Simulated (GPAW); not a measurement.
# Core-hole calculation of the Be K edge in Be (Im-3m), part 2 of 3

How does the Be K edge of Be (Im-3m) move when the bonds are compressed or stretched?

GPAW 26.7.0; X-ray absorption from dipole matrix elements to empty bands, plane-wave PAW LDA.

So far. Step 2 (Ground state of the crystal): The mesh shows no gap, so the system is treated as a metal and the core electron is put at the Fermi level (neutral cell).

This is not the structure that Be takes at ambient pressure and room temperature (hexagonal, No. 194); it is a model or a phase of other conditions.

### Step 4. Spectrum with XCH, Be atom 1

The holes are 5.5 Å apart. In GPAW the data set carries the hole's charge, so charge=0 means a charged cell and charge=-1 a neutral one. The excited electron is kept in the cell, where it fills the lowest empty states and screens the hole. After the field has converged, empty bands are computed with the density fixed and the dipole matrix elements are summed.

The absorber has 8 Be at 2.17 Å and 6 Be at 2.51 Å (cube and octahedron, as in bcc, site symmetry m-3m).

Input file xas.py:

```python
import numpy as np
from ase import Atoms
from ase.parallel import parprint, paropen
from gpaw import GPAW, PW, FermiDirac, Mixer, MixerDif, setup_paths
from gpaw.test import gen
setup_paths.insert(0, '.')
gen('Be', name='fch1s', xcname='LDA', corehole=(1, 0, 1), write_xml=True)
from gpaw.mpi import world
world.barrier()

atoms = Atoms('Be15',
    cell=[[3.75936285, -1.25312095, -3.75936285],
     [3.75936285, -3.75936285, 1.25312095],
     [-3.75936285, -1.25312095, -3.75936285]],
    scaled_positions=[[0, 0, 0],
     [0.26666667, 0.2, 0.13333333],
     [0.53333333, 0.4, 0.26666667],
     [0.13333333, 0.6, 0.06666667],
     [0.8, 0.6, 0.4],
     [0.66666667, 0, 0.33333333],
     [0.06666667, 0.8, 0.53333333],
     [0.4, 0.8, 0.2],
     [0.93333333, 0.2, 0.46666667],
     [0.2, 0.4, 0.6],
     [0.46666667, 0.6, 0.73333333],
     [0.33333333, 0, 0.66666667],
     [0.73333333, 0.8, 0.86666667],
     [0.6, 0.2, 0.8],
     [0.86666667, 0.4, 0.93333333]],
    pbc=True)
atoms.calc = calc = GPAW(legacy_gpaw=True, mode=PW(430), xc='LDA', setups={0: 'fch1s'},
    kpts={'size': (6, 6, 6), 'gamma': True}, occupations=FermiDirac(0.1),
    charge=-1, mixer=Mixer(0.1, 5, 50), maxiter=150,
    convergence={'density': 0.0001}, txt='scf.txt')
energy = atoms.get_potential_energy() + calc.get_reference_energy()
ef = calc.get_fermi_level()
out = dict(energy=energy, fermi=ef, forces=atoms.get_forces().tolist())
parprint(f'all-electron energy {energy:.4f} eV, Fermi level {ef:.4f} eV')
ev = np.array([[calc.get_eigenvalues(k, s) for k in range(len(calc.get_ibz_k_points()))] for s in range(calc.get_number_of_spins())])
out['homo'], out['lumo'], out['counts'] = ev[ev < ef].max(), ev[ev > ef].min(), sorted(set((ev < ef).sum((0, 2)).tolist()))
out['filled'] = (ev[:, 0] < ef).sum(1).tolist()

from ase.units import Ha
from gpaw.xas import dipole_matrix_elements
nb = int(calc.get_number_of_electrons() / 2) + 73
top, nb = nb, nb + 8 + nb // 12
nscf = calc.fixed_density(kpts={'size': (7, 7, 7), 'gamma': True}, nbands=nb,
    convergence={'bands': top, 'eigenstates': 1e-5}, maxiter=60, txt='nscf.txt')
cell = atoms.cell.array
ops = [cell.T @ U.T @ np.linalg.inv(cell.T) for U in nscf.wfs.kd.symmetry.op_scc]
E = np.arange(-6, 34, 0.1)
fwhm = np.interp(E, [4, 25], [0.9, 3.5])
Y, X, zero, highest = 0, 0, 1e9, 1e9
for spin in range(nscf.get_number_of_spins()):
    wfs = nscf.wfs
    A = dipole_matrix_elements(wfs.setups[0])
    eps = np.zeros((wfs.kd.nibzkpts, nb))
    d = np.zeros((3, A.shape[1], wfs.kd.nibzkpts, nb), complex)
    for kpt in wfs.kpt_u:
        if kpt.s == spin and 0 in kpt.P_ani:
            eps[kpt.k] = kpt.eps_n * Ha
            d[:, :, kpt.k] = (kpt.weight * wfs.nspins / 2) ** 0.5 * np.inner(A, kpt.P_ani[0])
    world.sum(eps)
    world.sum(d)
    T = np.einsum('amkn,bmkn->abkn', d, d.conj()).real
    T = sum(np.einsum('ai,ijkn,bj->abkn', R, T, R) for R in ops) / len(ops)
    empty = eps > ef
    zero, highest = min(zero, eps[empty].min()), min(highest, eps[:, top - 1].min())
    lines = [(eps, T, empty)] if spin == 0 else lines + [(eps, T, empty)]
for eps, T, empty in lines:
    f = np.einsum('aakn->akn', T).reshape(3, -1)
    x = eps.ravel() - zero
    w = np.interp(x, E, fwhm) / 2.35482
    g = np.exp(-0.5 * ((E[:, None] - x) / w) ** 2) / (w * (2 * np.pi) ** 0.5)
    Y = Y + (f * empty.ravel()) @ g.T
    X = X + (f * ~empty.ravel()) @ g.T
out.update(E=E.round(2).tolist(), xas=Y.tolist(), xes=X.tolist(), zero=zero, valid=highest - zero, nk=len(eps), nb=nb)
for i in range(0, len(E), 10):
    parprint(f'{E[i]:7.2f}', *(f'{v:10.3e}' for v in Y[:, i]))
import json
with paropen('out.json', 'w') as f:
    json.dump(out, f)
```

Command:

```console
> OMP_NUM_THREADS=1 mpirun -n 2 gpaw python xas.py
```

Numbers of over 12 decimals in the logs are rounded to 6 here.

The program printed:

```text
Input parameters:
  charge: -1
  convergence: {density: 0.0001}
  kpts: {gamma: True,
         size: (6, 6, 6)}
  maxiter: 150
  mixer: {backend: pulay,
          beta: 0.1,
          method: separate,
          nmaxold: 5,
          weight: 50}
  mode: {ecut: 430.0,
         name: pw}
  occupations: {fixmagmom: False,
                name: fermi-dirac,
                width: 0.1}
  setups: {0: fch1s}

Initialize ...

[... PAW data sets ...]

Reference energy: -5771.095916  # eV

Spin-paired calculation

[... convergence settings ...]
Symmetries present (total): 8
  [... symmetry matrices ...]

216 k-points: 6 x 6 x 6 Monkhorst-Pack grid + [1/12,1/12,1/12]
36 k-points in the irreducible part of the Brillouin zone
       k-points in crystal coordinates                weights
   0:     0.00000000    0.00000000    0.00000000          1/216
   1:     0.16666667    0.00000000    0.16666667          4/216
   2:     0.16666667    0.16666667   -0.16666667          2/216
   3:     0.16666667    0.16666667    0.00000000          8/216
   4:     0.16666667    0.16666667    0.16666667          4/216
   5:     0.33333333   -0.16666667   -0.33333333          4/216
   6:     0.33333333   -0.16666667   -0.16666667          8/216
   7:     0.33333333   -0.16666667    0.33333333          4/216
   8:     0.33333333    0.00000000   -0.33333333          8/216
   9:     0.33333333    0.00000000    0.16666667          8/216
          ...
  35:     0.50000000    0.50000000    0.50000000          1/216

Wave functions: Plane wave expansion
  Cutoff energy: 430.000 eV
  Number of coefficients (min, max): 2372, 2410
  Pulay-stress correction: 0.000000 eV/Ang^3 (de/decut=0.000000)
  Using FFTW library
  Wavefunction extrapolation:
    Improved wavefunction reuse through dual PAW basis

Occupation numbers: Fermi-Dirac:
  width: 0.1000  # eV

Eigensolver
   Davidson(niter=2)

Densities:
  Coarse grid: 27*27*27 grid
  Fine grid: 54*54*54 grid
  Total Charge: 0.000000

Density mixing:
  Method: separate
  Backend: pulay
  Linear mixing parameter: 0.1
  old densities: 5
  Width of damping distribution: 1.1
  Damping of long wavelength oscillations: 50

[... Hamiltonian set-up ...]
Number of atoms: 15
Number of atomic orbitals: 60
Number of bands in calculation: 23
Number of valence electrons: 31
Bands to converge: occupied

... initialized

Initializing position-dependent things.

Density initialized from atomic densities
Creating initial wave functions:
  23 bands from LCAO basis set

              Be

                BeBe

              Be    Be
          BeBe  BeBe

              Be    Be
            Be    Be

              BeBe

Atomic positions and initial magnetic moments

Positions:
   0 Be     0.000000    0.000000    0.000000    ( 0.0000,  0.0000,  0.0000)
   1 Be     1.253121   -1.253121   -1.253121    ( 0.0000,  0.0000,  0.0000)
   2 Be     2.506242   -2.506242   -2.506242    ( 0.0000,  0.0000,  0.0000)
   3 Be     2.506242   -2.506242   -0.000000    ( 0.0000,  0.0000,  0.0000)
   4 Be     3.759363   -3.759363   -3.759363    ( 0.0000,  0.0000,  0.0000)
   5 Be     1.253121   -1.253121   -3.759363    ( 0.0000,  0.0000,  0.0000)
   6 Be     1.253121   -3.759363   -1.253121    ( 0.0000,  0.0000,  0.0000)
[...]
12 Be     2.506242   -5.012484   -5.012484    ( 0.0000,  0.0000,  0.0000)
  13 Be     0.000000   -2.506242   -5.012484    ( 0.0000,  0.0000,  0.0000)
  14 Be     1.253121   -3.759363   -6.265605    ( 0.0000,  0.0000,  0.0000)

Unit cell:
           periodic     x           y           z      points  spacing
  1. axis:    yes    3.759363   -1.253121   -3.759363    27     0.1664
  2. axis:    yes    3.759363   -3.759363    1.253121    27     0.1468
  3. axis:    yes   -3.759363   -1.253121   -3.759363    27     0.1664

  Lengths:   5.462228   5.462228   5.462228
  Angles:  118.273714  86.983039  61.726286

Effective grid spacing dv^(1/3) = 0.1817

iter:   1   -75.595692
iter:   2   -73.809965   -1.43  -0.93
iter:   3   -72.700769   -1.14  -1.10
iter:   4   -72.819988   -2.55  -1.66
iter:   5   -72.880876   -3.19  -1.89
iter:   6   -72.884381   -3.19  -2.53
iter:   7   -72.879145c  -3.54  -2.36
iter:   8   -72.879184c  -4.46  -3.08
iter:   9   -72.879126c  -5.23  -3.26
iter:  10   -72.879109c  -6.09  -3.40
iter:  11   -72.879117c  -6.18  -3.84
iter:  12   -72.879121c  -7.29  -4.03c
iter:  13   -72.879112c  -6.82  -3.94
iter:  14   -72.879109c  -7.10  -4.22c
iter:  15   -72.879110c  -8.31c -4.27c

Converged after 15 iterations.

Dipole moment: (0.000000, -0.000000, -0.000000) |e|*Ang

Energy contributions relative to reference atoms: (reference = -5771.095916)

Kinetic:        +55.440359
Potential:      -29.135945
External:        +0.000000
XC:             -98.293248
Entropy (-ST):   -0.136807
Local:           -0.821873
SIC:             +0.000000
--------------------------
Free energy:    -72.947514
Extrapolated:   -72.879110

Showing only first 2 kpts
 Kpt  Band  Eigenvalues  Occupancy
  0    13      3.84844    2.00000
  0    14      4.01075    2.00000
  0    15     11.20466    0.00000
  0    16     11.20466    0.00000

  1    13      4.14928    2.00000
  1    14      5.04919    2.00000
  1    15      9.55724    0.00001
[...]
Fermi level: 8.36403

No gap
No difference between direct/indirect transitions

Forces in eV/Ang:
  0 Be    0.00000    0.00000    0.00000
  1 Be   -0.27431    0.35702    0.10106
  2 Be    0.27431    0.10106   -0.35702
  3 Be    0.27431   -0.10106    0.35702
  4 Be   -0.00000   -0.22889   -0.01115
  5 Be   -0.21765   -0.00000   -0.00000
  6 Be   -0.27431   -0.35702   -0.10106
[...]
12 Be    0.27431   -0.35702   -0.10106
 13 Be    0.00000   -0.01115    0.22889
 14 Be   -0.27431    0.10106   -0.35702
Scalar-relativistic atomic LDA calculation for Be (Beryllium, Z=4)
Core hole in 1s state (1s occupation: 1.0)
300 radial gridpoints.
|------------------------------------------------|
|------------------------------------------------|
[... the atom generator's iteration count ...]

Energy contributions:
-------------------------
Kinetic:       +9.701966
XC:            -1.472815
Potential:    -18.021290
-------------------------
Total:         -9.792139

state      eigenvalue         ekin         rmax
-----------------------------------------------
1s^1.0 :    -5.492520     7.494738        0.256
2s^2.0 :    -0.657310     1.103614        1.598
2p^0.0 :    -0.520184     1.009887        1.393
-----------------------------------------------
(units: Bohr and Hartree)

Generating PAW setup
Kinetic energy of the core from tauc = 7.496378
Cutoffs:
rc(s)=1.500
rc(p)=1.500
rc(d)=1.500
rc(vbar)=1.350
rc(comp)=1.500
rc(nct)=1.500

Kinetic energy of the core states: 7.494738
Charge: 1.0
Core electrons: 1.0
Valence electrons: 2.0
Pseudo-core charge: 0.042972
Shape function alpha=4.444
Pseudo-electron charge 2.094167
state    eigenvalue         norm
--------------------------------
2s(2) :    -0.657310     1.025597
*s    :     0.342690
2p(0) :    -0.520184     0.946535
*p    :     0.479816
*d    :     0.000000
--------------------------------

Diagonalizing with gridspacing h=0.050

state   all-electron     PAW
-------------------------------
2s:      -0.657310    -0.657497
2p:      -0.520184    -0.520683
*d:                   -0.085123
*f:                   -0.016603
-------------------------------
all-electron energy -5843.9750 eV, Fermi level 8.3640 eV
[...]
31.00  5.026e-04  4.981e-04  4.981e-04
  32.00  4.816e-04  4.668e-04  4.668e-04
  33.00  4.608e-04  4.398e-04  4.398e-04
```

Elapsed: 2.7 min, on 2 MPI ranks of Arm Neoverse V1, shared host; peak memory 0.42 GiB.

The Be K spectrum, Be atom 1, excited-electron core hole (neutral cell) (energy from the lowest empty level; intensity scaled to a mean of 1 over the first 20 eV):

| E (eV) | intensity |
| --- | --- |
| -2.0 | 0.00 |
| -1.5 | 0.00 |
| -1.0 | 0.01 |
| -0.5 | 0.12 |
| 0.0 | 0.60 |
| 0.5 | 1.06 |
| 1.0 | 1.09 |
| 1.5 | 1.00 |
| 2.0 | 1.00 |
| 2.5 | 1.04 |
| 3.0 | 1.08 |
| 3.5 | 1.28 |
| 4.0 | 1.39 |
| 4.5 | 1.38 |
| 5.0 | 1.28 |
| 5.5 | 1.16 |
| 6.0 | 1.13 |
| 6.5 | 1.13 |
| 7.0 | 1.13 |
| 7.5 | 1.17 |
| 8.0 | 1.20 |
| 8.5 | 1.24 |
| 9.0 | 1.34 |
| 9.5 | 1.46 |
| 10.0 | 1.52 |
| 10.5 | 1.52 |
| 11.0 | 1.44 |
| 11.5 | 1.29 |
| 12.0 | 1.14 |
| 12.5 | 1.04 |
| 13.0 | 1.01 |
| 13.5 | 1.02 |
| 14.0 | 1.01 |
| 14.5 | 0.97 |
| 15.0 | 0.91 |
| 15.5 | 0.82 |
| 16.0 | 0.72 |
| 16.5 | 0.61 |
| 17.0 | 0.51 |
| 17.5 | 0.41 |
| 18.0 | 0.33 |
| 18.5 | 0.25 |
| 19.0 | 0.20 |
| 19.5 | 0.17 |
| 20.0 | 0.16 |
| 20.5 | 0.17 |
| 21.0 | 0.19 |
| 21.5 | 0.22 |
| 22.0 | 0.25 |
| 22.5 | 0.29 |
| 23.0 | 0.34 |
| 23.5 | 0.39 |
| 24.0 | 0.45 |
| 24.5 | 0.50 |
| 25.0 | 0.55 |
| 25.5 | 0.59 |
| 26.0 | 0.60 |

Main maxima below 24 eV (height): 0.8 eV (1.11), 4.2 eV (1.39) and 10.2 eV (1.53). A K edge sees empty p states on the absorber.

The total-energy difference is 115.17 eV. One term is added: -4.44 eV, since the hole is spin-paired here and a spin-polarised one costs that much less in the free atom (computed apart). The photon energy is then 110.73 eV. The tabulated edge of the element is 111.5 eV. The functional leaves an error in such absolute values: in the free atom LDA prices this hole 1.6 eV below PBE (computed apart), and PBE is itself good to a few eV.

### Step 5. Reference energy of the supercell

The cell changes for the next run, so it gets a reference energy of its own.

The cell differs from the one that the last finished run ended in (a 5.462 → 5.351 Å, b 5.462 → 5.351 Å, c 5.462 → 5.351 Å).

Input file scf.py:

```python
import numpy as np
from ase import Atoms
from ase.parallel import parprint, paropen
from gpaw import GPAW, PW, FermiDirac, Mixer, MixerDif, setup_paths
from gpaw.test import gen
setup_paths.insert(0, '.')
gen('Be', name='nch1s', xcname='LDA', corehole=(1, 0, 0), write_xml=True)
from gpaw.mpi import world
world.barrier()

atoms = Atoms('Be15',
    cell=[[3.68261963, -1.22753988, -3.68261963],
     [3.68261963, -3.68261963, 1.22753988],
     [-3.68261963, -1.22753988, -3.68261963]],
    scaled_positions=[[0, 0, 0],
     [0.26666667, 0.2, 0.13333333],
     [0.53333333, 0.4, 0.26666667],
     [0.13333333, 0.6, 0.06666667],
     [0.8, 0.6, 0.4],
     [0.66666667, 0, 0.33333333],
     [0.06666667, 0.8, 0.53333333],
     [0.4, 0.8, 0.2],
     [0.93333333, 0.2, 0.46666667],
     [0.2, 0.4, 0.6],
     [0.46666667, 0.6, 0.73333333],
     [0.33333333, 0, 0.66666667],
     [0.73333333, 0.8, 0.86666667],
     [0.6, 0.2, 0.8],
     [0.86666667, 0.4, 0.93333333]],
    pbc=True)
atoms.calc = calc = GPAW(legacy_gpaw=True, mode=PW(430), xc='LDA', setups={0: 'nch1s'},
    kpts={'size': (6, 6, 6), 'gamma': True}, occupations=FermiDirac(0.1),
    charge=0, mixer=Mixer(0.1, 5, 50), maxiter=150,
    convergence={'density': 0.0001}, txt='scf.txt')
energy = atoms.get_potential_energy() + calc.get_reference_energy()
ef = calc.get_fermi_level()
out = dict(energy=energy, fermi=ef, forces=atoms.get_forces().tolist())
parprint(f'all-electron energy {energy:.4f} eV, Fermi level {ef:.4f} eV')
ev = np.array([[calc.get_eigenvalues(k, s) for k in range(len(calc.get_ibz_k_points()))] for s in range(calc.get_number_of_spins())])
out['homo'], out['lumo'], out['counts'] = ev[ev < ef].max(), ev[ev > ef].min(), sorted(set((ev < ef).sum((0, 2)).tolist()))
out['filled'] = (ev[:, 0] < ef).sum(1).tolist()
import json
with paropen('out.json', 'w') as f:
    json.dump(out, f)
```

Command:

```console
> OMP_NUM_THREADS=1 mpirun -n 2 gpaw python scf.py
```

The program printed:

```text
Input parameters:
  convergence: {density: 0.0001}
  kpts: {gamma: True,
         size: (6, 6, 6)}
  maxiter: 150
  mixer: {backend: pulay,
          beta: 0.1,
          method: separate,
          nmaxold: 5,
          weight: 50}
  mode: {ecut: 430.0,
         name: pw}
  occupations: {fixmagmom: False,
                name: fermi-dirac,
                width: 0.1}
  setups: {0: nch1s}

Initialize ...

[...]
--------------------------------
2s(2) :    -0.205785     0.998227
*s    :     0.794215
2p(0) :    -0.077135     0.989984
*p    :     0.922865
*d    :     0.000000
--------------------------------

Diagonalizing with gridspacing h=0.050

state   all-electron     PAW
-------------------------------
2s:      -0.205785    -0.205855
2p:      -0.077135    -0.077225
*d:                    0.040062
*f:                    0.071942
-------------------------------
all-electron energy -5959.2092 eV, Fermi level 8.8486 eV
[key lines of the parts left out:]
Converged after 8 iterations.
Dipole moment: (-0.000000, 0.000000, 0.000000) |e|*Ang
Free energy:    -61.420597
Fermi level: 8.84860
```

The job ended after 22 s (2 MPI ranks; peak memory 0.25 GiB).

Reference energy: -5959.209 eV with the cores included.

### Step 6. Spectrum with XCH, Be atom 1

Shorter bonds are expected to push antibonding states and scattering resonances up, and longer ones down; the cell is scaled to test that.

Changed against the first core-hole run: volume scale from 1 to 0.94.

xas.py: that of step 4 with these lines changed.

```diff
@@ -11,5 +11,5 @@
 atoms = Atoms('Be15',
-    cell=[[3.75936285, -1.25312095, -3.75936285],
-     [3.75936285, -3.75936285, 1.25312095],
-     [-3.75936285, -1.25312095, -3.75936285]],
+    cell=[[3.68261963, -1.22753988, -3.68261963],
+     [3.68261963, -3.68261963, 1.22753988],
+     [-3.68261963, -1.22753988, -3.68261963]],
     scaled_positions=[[0, 0, 0],
@@ -44,3 +44,3 @@
 from gpaw.xas import dipole_matrix_elements
-nb = int(calc.get_number_of_electrons() / 2) + 73
+nb = int(calc.get_number_of_electrons() / 2) + 69
 top, nb = nb, nb + 8 + nb // 12
```

Command:

```console
> OMP_NUM_THREADS=1 mpirun -n 2 gpaw python xas.py
```

The program printed:

```text
Input parameters:
  charge: -1
  convergence: {density: 0.0001}
  kpts: {gamma: True,
         size: (6, 6, 6)}
  maxiter: 150
  mixer: {backend: pulay,
          beta: 0.1,
          method: separate,
          nmaxold: 5,
          weight: 50}
  mode: {ecut: 430.0,
         name: pw}
  occupations: {fixmagmom: False,
                name: fermi-dirac,
                width: 0.1}
  setups: {0: fch1s}

Initialize ...

[...]
*p    :     0.479816
*d    :     0.000000
--------------------------------

Diagonalizing with gridspacing h=0.050

state   all-electron     PAW
-------------------------------
2s:      -0.657310    -0.657497
2p:      -0.520184    -0.520683
*d:                   -0.085123
*f:                   -0.016603
-------------------------------
all-electron energy -5844.1400 eV, Fermi level 8.9952 eV
[...]
32.00  4.898e-04  4.891e-04  4.891e-04
  33.00  4.548e-04  4.410e-04  4.410e-04
[key lines of the parts left out:]
Converged after 14 iterations.
Dipole moment: (-0.000000, 0.000000, 0.000000) |e|*Ang
Free energy:    -73.102365
Fermi level: 8.99515
```

The job ended after 2.8 min (2 MPI ranks; peak memory 0.4 GiB).

| E (eV) | first run | this run |
| --- | --- | --- |
| -2.0 | 0.00 | 0.00 |
| -1.0 | 0.01 | 0.01 |
| 0.0 | 0.60 | 0.58 |
| 1.0 | 1.09 | 1.07 |
| 2.0 | 1.00 | 0.96 |
| 3.0 | 1.08 | 0.99 |
| 4.0 | 1.39 | 1.29 |
| 5.0 | 1.28 | 1.26 |
| 6.0 | 1.13 | 1.10 |
| 7.0 | 1.13 | 1.07 |
| 8.0 | 1.20 | 1.12 |
| 9.0 | 1.34 | 1.17 |
| 10.0 | 1.52 | 1.39 |
| 11.0 | 1.44 | 1.50 |
| 12.0 | 1.14 | 1.30 |
| 13.0 | 1.01 | 1.02 |
| 14.0 | 1.01 | 0.97 |
| 15.0 | 0.91 | 0.94 |
| 16.0 | 0.72 | 0.82 |
| 17.0 | 0.51 | 0.66 |
| 18.0 | 0.33 | 0.48 |
| 19.0 | 0.20 | 0.32 |
| 20.0 | 0.16 | 0.21 |
| 21.0 | 0.19 | 0.17 |
| 22.0 | 0.25 | 0.19 |
| 23.0 | 0.34 | 0.24 |
| 24.0 | 0.45 | 0.32 |
| 25.0 | 0.55 | 0.42 |

The scaled spectrum changes by 10 % r.m.s. The highest intensity below 16 eV goes from 10.2 eV (1.53) to 10.8 eV (1.50).

The photon energy of the zero moves by -0.10 eV.

### Step 7. Supercell without a hole, the energy reference

The cell changes for the next run, so it gets a reference energy of its own.

The cell differs from the one that the last finished run ended in (a 5.351 → 5.569 Å, b 5.351 → 5.569 Å, c 5.351 → 5.569 Å).

scf.py: that of step 5 with these lines changed.

```diff
@@ -11,5 +11,5 @@
 atoms = Atoms('Be15',
-    cell=[[3.68261963, -1.22753988, -3.68261963],
-     [3.68261963, -3.68261963, 1.22753988],
-     [-3.68261963, -1.22753988, -3.68261963]],
+    cell=[[3.83309457, -1.27769819, -3.83309457],
+     [3.83309457, -3.83309457, 1.27769819],
+     [-3.83309457, -1.27769819, -3.83309457]],
     scaled_positions=[[0, 0, 0],
```

Command:

```console
> OMP_NUM_THREADS=1 mpirun -n 2 gpaw python scf.py
```

The program printed:

```text
Input parameters:
  convergence: {density: 0.0001}
  kpts: {gamma: True,
         size: (6, 6, 6)}
  maxiter: 150
  mixer: {backend: pulay,
          beta: 0.1,
          method: separate,
          nmaxold: 5,
          weight: 50}
  mode: {ecut: 430.0,
         name: pw}
  occupations: {fixmagmom: False,
                name: fermi-dirac,
                width: 0.1}
  setups: {0: nch1s}

Initialize ...

[...]
--------------------------------
2s(2) :    -0.205785     0.998227
*s    :     0.794215
2p(0) :    -0.077135     0.989984
*p    :     0.922865
*d    :     0.000000
--------------------------------

Diagonalizing with gridspacing h=0.050

state   all-electron     PAW
-------------------------------
2s:      -0.205785    -0.205855
2p:      -0.077135    -0.077225
*d:                    0.040062
*f:                    0.071942
-------------------------------
all-electron energy -5958.7808 eV, Fermi level 7.7468 eV
[key lines of the parts left out:]
Converged after 8 iterations.
Dipole moment: (-0.000000, -0.000000, 0.000000) |e|*Ang
Free energy:    -60.998236
Fermi level: 7.74680
```

It took 22 s on 2 MPI ranks; peak memory 0.25 GiB; 43 s of CPU time.

Reference energy: -5958.781 eV with the cores included.

(Part 2 of 3 ends here.)

[Banner, clock and machine lines of the logs are left out without a mark of their own.]

[Logs are printed without paths, hosts, clocks, repeated set-up lines and the standing remarks that a program may print on its own settings, such as how far it seeks lower states.]

[Hosts, paths, dates, database ids (printed as entryN), source tags and the programs' standing remarks are cut or masked in the printed files.]

[Lists of maxima count a maximum above −3 eV only where it reaches 4 % of the highest in the window and stands out from its surroundings by 2 % of it (1.5 % where it reaches 55 %); shoulders and weaker maxima are passed over, and of the rest the first, up to two pre-edge ones and the few strongest are named.]
